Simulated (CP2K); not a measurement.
Two runs for the O K edge of furan. Run A: CP2K XAS_TDP, all-electron GAPW, PBEh(45%), aug-cc-pVDZ, TDA, no relativity. Run B differs in one setting.

First lines with a strength over 0.0015. A:

```tsv
atom	energy (eV)	states	strength, one atom
O4 (bonded to 2 C)	530.67	1	0.0284
	534.06	2	0.0136
	534.71	1	0.0262
	534.90	1	0.0179
	536.01	1	0.0154
```

B:

```tsv
atom	energy (eV)	states	strength, one atom
O4 (bonded to 2 C)	535.17	1	0.0282
	538.56	2	0.0135
	539.20	1	0.0260
	539.40	1	0.0177
	540.51	1	0.0153
```

Question: Which was it: GW2X switched on, scalar relativity switched on, the basis, the functional?

GW2X switched on. GW2X shifts an atom's lines together and keeps their spacings. Against PBEh(45%) in aug-cc-pVDZ, the leading line moves by +4.50 eV, to 535.17 eV.

[Banner, clock and machine lines of the logs are left out without a mark of their own.]

[Logs are printed without paths, hosts, clocks, repeated set-up lines and the standing remarks that a program may print on its own settings, such as how far it seeks lower states.]

[Hosts, paths, dates, database ids (printed as entryN), source tags and the programs' standing remarks are cut or masked in the printed files.]
